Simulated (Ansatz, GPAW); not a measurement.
# Dielectric function and optical constants of Mn3AgP (model structure), part 3 of 3

Aim: the dielectric function of Mn3AgP (model structure), and the optical constants that follow from it. The cell was made here by substitution or stacking, whether or not such a phase is known. It was built so: All N replaced by P in the Pm-3m structure of Mn3AgN. The cell is first relaxed with Ansatz.

GPAW 26.7.0; DFT, revPBE, plane-wave PAW (GPAW data sets), scalar-relativistic, RPA, optical limit.

So far. Step 3 (Ground state): There are states at the Fermi level within the smearing, so the occupations stay smeared and the carriers get a Drude term.

### 5. Dielectric function, RPA

Local fields let the induced charge screen the field inside the cell, which as a rule lowers ε, most along directions where the density is uneven.

This step: DFT, revPBE, plane-wave PAW (GPAW data sets), scalar-relativistic, RPA, optical limit (GPAW 26.7.0).

File df.py:

```python
from gpaw.response.df import DielectricFunction

df = DielectricFunction('full.gpw', frequencies={'type': 'nonlinear', 'domega0': 0.03, 'omega2': 8},
                        ecut=30,
                        eta=0.05,
                        nbands=64,
                        rate=0.1,
                        txt='df.txt')
for direction in ['x']:
    df.get_dielectric_function(xc='RPA', direction=direction, filename=f'df_{direction}.csv')
```

The run is started by

```bash
> OMP_NUM_THREADS=1 python df.py
```

Output:

```text
Using integrator: PointIntegrator
NonLinearFrequencyDescriptor(from 0.000 to 104.051 eV, 544 points)
Nonperiodic BCs:  [False False False]
Using integrator: PointIntegrator
NonLinearFrequencyDescriptor(from 0.000 to 104.051 eV, 544 points)
Nonperiodic BCs:  [False False False]
Using integrator: PointIntegrator

Calculating chi0 body with:
    Ground state adapter containing:
    Number of spins: 2
    Number of kpoints: 512
    Number of irreducible kpoints: 35
    Number of completely occupied states: 25
    Number of partially occupied states: 40

    Linear response parametrization:
    q_c: [0.0, 0.0, 0.0]
    Number of frequency points: 544
    Planewave cutoff: 30.0
    Number of bands: 64
    Number of planewaves: 27
    Broadening (eta): 0.05

Integrating chi0 body.

Symmetries of q_c:
    Direct symmetries (Uq -> q): 48
    Indirect symmetries (TUq -> q): 0
In total 48 allowed symmetries.

35 groups of equivalent kpoints. 93.1640625% reduction.

Integral kind: spectral function

Calculating chi0 optical extensions with:
    Ground state adapter containing:
    Number of spins: 2
    Number of kpoints: 512
    Number of irreducible kpoints: 35
    Number of completely occupied states: 25
    Number of partially occupied states: 40

    Linear response parametrization:
    Number of frequency points: 544
    Planewave cutoff: 30.0
    Number of bands: 64
    Number of planewaves: 27
    Broadening (eta): 0.05
Integrating chi0 head and wings.

Symmetries of q_c:
    Direct symmetries (Uq -> q): 48
    Indirect symmetries (TUq -> q): 0
In total 48 allowed symmetries.

35 groups of equivalent kpoints. 93.1640625% reduction.

Integral kind: spectral function wings

Calculating drude chi0 with:
    Number of frequency points:544
    Plasma frequency decay rate: 0.1 eV

    Ground state adapter containing:
    Number of spins: 2
    Number of kpoints: 512
    Number of irreducible kpoints: 35
    Number of completely occupied states: 25
    Number of partially occupied states: 40

Symmetries of q_c:
    Direct symmetries (Uq -> q): 48
    Indirect symmetries (TUq -> q): 0
In total 48 allowed symmetries.

35 groups of equivalent kpoints. 93.1640625% reduction.

Integral kind: intraband
Plasma frequency:
[[2.59+0.j 0.  -0.j 0.  +0.j]
 [0.  -0.j 2.59+0.j 0.  +0.j]
 [0.  +0.j 0.  +0.j 2.59+0.j]]
```

Run time: 61 s. Hardware: 1 thread of Arm Neoverse V1, shared host; peak memory 0.32 GiB.

Some rows of df_x.csv (energy; Re and Im without local fields; Re and Im with them):

```text
0.000000, 762.909450, 0.000000, 762.833382, 0.000000
0.555532, 15.409781, 34.932261, 15.322200, 34.916576
1.143969, 0.844585, 20.078978, 0.778169, 19.992586
1.768324, -1.739715, 11.739793, -1.715876, 11.734798
2.431988, 2.504226, 8.800414, 2.442823, 8.795534
3.138794, 3.628070, 8.411141, 3.657960, 8.480384
3.893091, 2.761241, 7.596628, 2.802426, 7.574153
4.699832, -1.191789, 7.916304, -1.380512, 8.140071
5.564682, -1.301664, 5.420167, -1.384599, 5.554112
6.494155, -1.696044, 4.286926, -1.818342, 4.291044
7.495775, -0.491192, 3.327822, -0.783321, 3.249004
8.578281, -0.983214, 3.385658, -0.989319, 3.049876
9.751884, -1.081232, 1.837238, -1.171802, 1.667620
11.028587, -0.582455, 1.709486, -0.484990, 1.437866
12.422601, -0.271176, 1.054727, -0.261569, 0.996686
13.950874, 0.069454, 0.954453, 0.046211, 0.809786
15.633783, 0.005574, 0.903070, 0.130821, 0.753792
17.496047, -0.038556, 0.627963, 0.150992, 0.700812
```

The Im ε, E ∥ x has structure finer than the step of the table below, so its rows give means over 0.5 eV, whole bins alone (the curve runs from 0.305 to 19.4 eV). Peaks (eV: height): 0.68: 46.4.

Sum at mesh points, not converged in k. Im ε, E ∥ x against photon energy; means over each step:

photon energy (eV), Im ε, E ∥ x and a bar:
```
      1.0       27.3 ##############################
      1.5       17.4 ###################
      2.0       11.5 ############
      2.5        9.3 ##########
      3.0        8.8 #########
      3.5        9.2 ##########
      4.0        7.8 ########
      4.5        9.4 ##########
      5.0        7.6 ########
      5.5        6.4 #######
      6.0        5.4 #####
      6.5        4.2 ####
      7.0        3.6 ###
      7.5        3.4 ###
      8.0        3.6 ###
      8.5        3.0 ###
      9.0        2.8 ###
      9.5        2.0 ##
     10.0        1.7 #
     10.5        1.2 #
     11.0        1.3 #
     11.5        1.1 #
     12.0        1.0 #
     12.5        1.0 #
     13.0        0.9 
     13.5        0.8 
     14.0        0.8 
     14.5        1.0 
     15.0        0.8 
     15.5        0.7 
     16.0        0.7 
     16.5        0.7 
     17.0        0.7 
     17.5        0.7 
     18.0        0.6 
     18.5        0.6 
     19.0        0.5
```

Values under 1 per cm are given as 1; sum at mesh points, not converged in k. Absorption coefficient, E ∥ x against photon energy:

| photon energy (eV) | absorption coefficient, E ∥ x (1/cm) |
| --- | --- |
| 0.492 | 1.7e5 |
| 1.010 | 4.0e5 |
| 1.486 | 4.4e5 |
| 1.985 | 4.6e5 |
| 2.508 | 4.9e5 |
| 3.018 | 5.3e5 |
| 3.510 | 7.1e5 |
| 3.980 | 6.9e5 |
| 4.516 | 9.4e5 |
| 4.981 | 9.6e5 |
| 5.515 | 1.1e6 |
| 6.021 | 1.2e6 |
| 6.494 | 1.2e6 |
| 6.985 | 1.1e6 |
| 7.496 | 1.1e6 |
| 8.026 | 1.4e6 |
| 8.516 | 1.2e6 |
| 9.023 | 1.4e6 |
| 9.483 | 1.4e6 |
| 10.026 | 1.3e6 |
| 10.519 | 1.2e6 |
| 11.029 | 1.1e6 |
| 11.479 | 1.1e6 |
| 12.023 | 9.6e5 |
| 12.504 | 9.9e5 |
| 13.000 | 1.0e6 |
| 13.512 | 9.0e5 |
| 14.040 | 8.9e5 |
| 14.493 | 9.8e5 |
| 14.960 | 1.0e6 |
| 15.536 | 8.5e5 |
| 16.031 | 9.2e5 |
| 16.541 | 9.4e5 |
| 16.959 | 9.1e5 |
| 17.496 | 9.4e5 |
| 18.049 | 9.2e5 |
| 18.504 | 9.1e5 |
| 18.969 | 8.3e5 |

The loss function −Im 1/ε at q → 0, E ∥ x has structure finer than the step of the table below, so its rows give means over 0.5 eV, whole bins alone (the curve runs from 0.305 to 19.4 eV). Peaks (eV: height): 13.25: 1.31, 15.44: 1.47.

Sum at mesh points, not converged in k. Loss function −Im 1/ε at q → 0, E ∥ x against energy loss; means over each step:

| energy loss (eV) | loss function −Im 1/ε at q → 0, E ∥ x |
| --- | --- |
| 1.0 | 0.0383 |
| 1.5 | 0.0586 |
| 2.0 | 0.0846 |
| 2.5 | 0.102 |
| 3.0 | 0.103 |
| 3.5 | 0.110 |
| 4.0 | 0.115 |
| 4.5 | 0.107 |
| 5.0 | 0.131 |
| 5.5 | 0.149 |
| 6.0 | 0.165 |
| 6.5 | 0.204 |
| 7.0 | 0.253 |
| 7.5 | 0.277 |
| 8.0 | 0.251 |
| 8.5 | 0.283 |
| 9.0 | 0.287 |
| 9.5 | 0.308 |
| 10.0 | 0.394 |
| 10.5 | 0.501 |
| 11.0 | 0.660 |
| 11.5 | 0.696 |
| 12.0 | 0.922 |
| 12.5 | 0.914 |
| 13.0 | 1.09 |
| 13.5 | 1.18 |
| 14.0 | 1.20 |
| 14.5 | 1.04 |
| 15.0 | 1.24 |
| 15.5 | 1.36 |
| 16.0 | 1.29 |
| 16.5 | 1.28 |
| 17.0 | 1.36 |
| 17.5 | 1.39 |
| 18.0 | 1.52 |
| 18.5 | 1.55 |
| 19.0 | 1.78 |

The Im ε, E ∥ x has structure finer than the step of the table below, so its rows give means over 0.5 eV, whole bins alone (the curve runs from 0.305 to 19.4 eV). Peaks (eV: height): without local fields 0.68: 46.4; with local fields 0.68: 46.4.

Sum at mesh points, not converged in k. The Im ε, E ∥ x by photon energy; means over each step:

| photon energy (eV) | without local fields | with local fields |
| --- | --- | --- |
| 1.0 | 27.4 | 27.3 |
| 1.5 | 17.5 | 17.4 |
| 2.0 | 11.5 | 11.5 |
| 2.5 | 9.32 | 9.31 |
| 3.0 | 8.76 | 8.80 |
| 3.5 | 9.26 | 9.19 |
| 4.0 | 7.84 | 7.83 |
| 4.5 | 9.18 | 9.36 |
| 5.0 | 7.50 | 7.57 |
| 5.5 | 6.26 | 6.38 |
| 6.0 | 5.31 | 5.41 |
| 6.5 | 4.23 | 4.24 |
| 7.0 | 3.56 | 3.58 |
| 7.5 | 3.47 | 3.40 |
| 8.0 | 3.89 | 3.63 |
| 8.5 | 3.32 | 3.04 |
| 9.0 | 3.03 | 2.82 |
| 9.5 | 2.12 | 2.02 |
| 10.0 | 1.82 | 1.70 |
| 10.5 | 1.35 | 1.25 |
| 11.0 | 1.48 | 1.27 |
| 11.5 | 1.21 | 1.11 |
| 12.0 | 1.09 | 0.978 |
| 12.5 | 1.10 | 1.03 |
| 13.0 | 0.949 | 0.869 |
| 13.5 | 0.972 | 0.846 |
| 14.0 | 0.985 | 0.827 |
| 14.5 | 1.20 | 0.952 |
| 15.0 | 0.945 | 0.814 |
| 15.5 | 0.854 | 0.714 |
| 16.0 | 0.921 | 0.748 |
| 16.5 | 0.802 | 0.748 |
| 17.0 | 0.676 | 0.701 |
| 17.5 | 0.615 | 0.688 |
| 18.0 | 0.532 | 0.629 |
| 18.5 | 0.511 | 0.601 |
| 19.0 | 0.471 | 0.517 |

The reflectivity at normal incidence, E ∥ x has structure finer than the step of the table below, so its rows give means over 0.5 eV, whole bins alone (the curve runs from 0.305 to 19.4 eV). Peaks (eV: height): 2.21: 44.1, 3.43: 44.7, 4.65: 43.3, 5.97: 43.2, 8.03: 39.5, 9.42: 49.3, 11.48: 34.7.

Sum at mesh points, not converged in k. Reflectivity at normal incidence, E ∥ x against photon energy; means over each step:

| photon energy (eV) | reflectivity at normal incidence, E ∥ x (%) |
| --- | --- |
| 1.0 | 57.6 |
| 1.5 | 51.3 |
| 2.0 | 42.5 |
| 2.5 | 37.5 |
| 3.0 | 35.2 |
| 3.5 | 38.9 |
| 4.0 | 32.8 |
| 4.5 | 41.5 |
| 5.0 | 39.4 |
| 5.5 | 40.8 |
| 6.0 | 41.7 |
| 6.5 | 39.9 |
| 7.0 | 35.3 |
| 7.5 | 32.2 |
| 8.0 | 35.0 |
| 8.5 | 35.8 |
| 9.0 | 37.4 |
| 9.5 | 44.2 |
| 10.0 | 39.7 |
| 10.5 | 40.4 |
| 11.0 | 30.2 |
| 11.5 | 33.0 |
| 12.0 | 25.9 |
| 12.5 | 24.1 |
| 13.0 | 24.0 |
| 13.5 | 17.8 |
| 14.0 | 16.0 |
| 14.5 | 15.4 |
| 15.0 | 18.7 |
| 15.5 | 14.3 |
| 16.0 | 13.3 |
| 16.5 | 13.2 |
| 17.0 | 13.0 |
| 17.5 | 13.2 |
| 18.0 | 13.6 |
| 18.5 | 13.0 |
| 19.0 | 13.5 |

From ε follow the optical constants at some laser and lamp lines:

| wavelength (nm) | n | k | R (%) | 1/α |
| --- | --- | --- | --- | --- |
| 1550 | 4.33 | 4.284 | 63.0 | 29 nm |
| 1064 | 3.26 | 3.033 | 52.3 | 28 nm |
| 800 | 2.82 | 2.854 | 50.4 | 22 nm |
| 450 | 2.39 | 1.856 | 36.0 | 19 nm |
| 365 | 2.49 | 2.360 | 44.0 | 12 nm |
| 308 | 2.29 | 1.775 | 34.4 | 14 nm |
| 193 | 1.24 | 1.827 | 40.7 | 8.4 nm |

In reflection the computed colour is faintly yellow: x = 0.328, y = 0.343, luminous reflectivity 41 %.

### 6. Summary of results

At this level (revPBE, RPA) Mn3AgP is a metal. The mesh is too coarse to trust the carriers' weight, the reflectivity or the colour to better than tens of per cent. The cell grew by 13.3 % in volume. In reflection the computed colour is faintly yellow: x = 0.328, y = 0.343, luminous reflectivity 41 %. The carriers' damping of 0.1 eV is typed, not computed; it shapes the response at the lowest energies. The magnetic state comes from one start and need not be the lowest. The curves end at 19 eV, about where the summed bands run out. The cell grew by 13 % in the relaxation, which can come from the guessed start or, where layers or molecules are weakly bound, from the missing dispersion term; a larger cell lowers ε. In this version of GPAW the matrix elements of the optical limit are incomplete, which can lower ε − 1 by up to a tenth where first-row anions or d states rule, and shift it by more in d metals. GPAW's carrier term has the form −ωp²/(ω + i·rate)², which damps like twice the rate and fails at low energy, so the curves leave the lowest energies out. The sum runs over mesh points 0.18 Å⁻¹ apart with no interpolation, so peaks are partly noise of the mesh, and the Drude plasma energy, a sum over the Fermi surface, isn't converged.

[Machine, clock and banner lines and Python warnings are left out of the logs.]

[Logs are printed without paths, hosts, clocks, repeated set-up lines and the standing remarks that a program may print on its own settings, such as how far it seeks lower states.]

[Hosts, paths, dates, database ids (printed as entryN), source tags and the programs' standing remarks are cut or masked in the printed files.]
